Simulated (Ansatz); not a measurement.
# Fitting and testing ρ(T) of HfMo2 in the C11b ordering

Can the computed ρ(T) of HfMo2 in the C11b ordering be held by the Bloch–Grüneisen form, and does the fit predict a row it has not seen?

The resistivities were computed with Ansatz 0.2.0 (DFT PBE, scalar-relativistic, plane waves, PAW) from the linearised Boltzmann equation with harmonic phonons, on q 3×3×3, k 9×9×9, scattering 16×16×16; the fit below is done by hand on them.

The structure was built from a prototype and need not be the compound's stable phase.

## (1) Computed resistivities

Symmetry: I4/mmm, No. 139, tetragonal system. The conventional cell has a = 3.224 Å, b = 3.224 Å, c = 10.081 Å, α = 90.00°, β = 90.00°, γ = 90.00°. Hf on site a has 10 Mo at 2.91 to 3.24 Å and 4 Hf at 3.22 Å as nearest neighbours. Mo on site e is surrounded by 8 Mo at 2.69 to 3.22 Å and 5 Hf at 2.91 to 3.24 Å.

This is the relaxed cell of the run, from steps not shown here.

The mean resistivity of the three axes from 50 to 800 K, with one row held back; the colder rows stay outside the fit and test it at the end:

```tsv
T (K)	ρ (μΩ cm)
50	0.3945
77	1.233
100	2.101
150	4.029
200	5.879
300	9.433
400	?
600	19.98
800	27.15
```

The resistivity is not converged: the component that moves most changes by 15 % between the two finest meshes at 300 K. No spin–orbit coupling, which matters for Hf. The structure is a hand-built model.

## (2) Model and fit

Bloch and Grüneisen's form is ρ(T) = A (T/Θ)⁵ J₅(Θ/T), with J₅(z) the integral of x⁵/((eˣ − 1)(1 − e⁻ˣ)) from 0 to z. It goes as T⁵ far below Θ and as A T/(4Θ) far above. For a trial Θ the best A is the geometric mean of ρ/[(T/Θ)⁵ J₅] over the rows, and the scatter of that ratio measures the fit:

```tsv
Θ (K)	A (μΩ cm)	scatter (%)
176	18.71	27.2
234	27.58	14.5
262	32.66	7.8
292	38.81	1.8
322	45.77	7.8
364	57.08	18.5
438	82.33	37.5
```

The scatter is least at Θ = 292 K, with A = 38.81 μΩ cm (1.8 % r.m.s.).

```tsv
T (K)	computed	fit
50	0.3945	0.3869
77	1.233	1.264
100	2.101	2.143
150	4.029	4.068
200	5.879	5.917
300	9.433	9.461
600	19.98	19.68
800	27.15	26.38
```

## (3) Prediction and check

At T = 400 K, Θ/T = 0.730, J₅ = 0.06894 and (T/Θ)⁵ = 4.824, so the fit gives 12.90 μΩ cm. The computed value is 12.93 μΩ cm: the fit is off by -0.22 %. Outside its range, at 20 K, it gives 0.00725 against 0.0117 μΩ cm computed, 0.62 times that; at that temperature the run's own test moves by 28 % between meshes in the component that moves most. Among the rows used, the largest miss is -2.8 %, at 800 K.

## (4) Reading Θ and A

Θ = 292 K is 1.42 times ħω_log/k_B (206 K) and 0.76 of the highest phonon frequency (384 K). The high-temperature slope of the fit, A/(4Θ), is 0.0332 μΩ cm/K. The same slope from the run's transport coupling and plasma energy, 2π k_B λ_tr/(ħ ε₀ ω_p²) with λ_tr = 0.254 and ħω_p = 6.88, 6.88, 4.22 (xx, yy, zz) eV, is 0.0335 μΩ cm/K in the mean of the axes, +0.8 % from it. For comparison, the computed rows rise by 0.0359 μΩ cm/K between the two hottest.

## (5) What came out

```yaml
theta: 292 K
a: 38.81 μΩ cm
scatter_of_the_fit: 1.8 %
held_back_row_at_400_k_fit_against_computed: 12.90 against 12.93 μΩ cm
```

What this shows: Two numbers, Θ = 292 K and A = 38.8 μΩ cm, hold the computed ρ(T) from 50 to 800 K within 1.80 % r.m.s. and predict the held-back row within 0.22 %. At 20 K, outside the rows fitted, it gives 0.62 times the computed value. By the run's own test the resistivity at 300 K moves by 15 % between its two finest scattering meshes, in the component that moves most. The mean hides an anisotropy: at 300 K the components are 6.1, 6.1, 16.1 (xx, yy, zz) μΩ cm. Spin–orbit coupling is left out. The fit describes the calculation: impurities, thermal expansion, changes of phase and anharmonicity are in neither.

[Logs are printed without paths, hosts, clocks, repeated set-up lines and the standing remarks that a program may print on its own settings, such as how far it seeks lower states.]

[Hosts, paths, dates, database ids (printed as entryN), source tags and the programs' standing remarks are cut or masked in the printed files.]
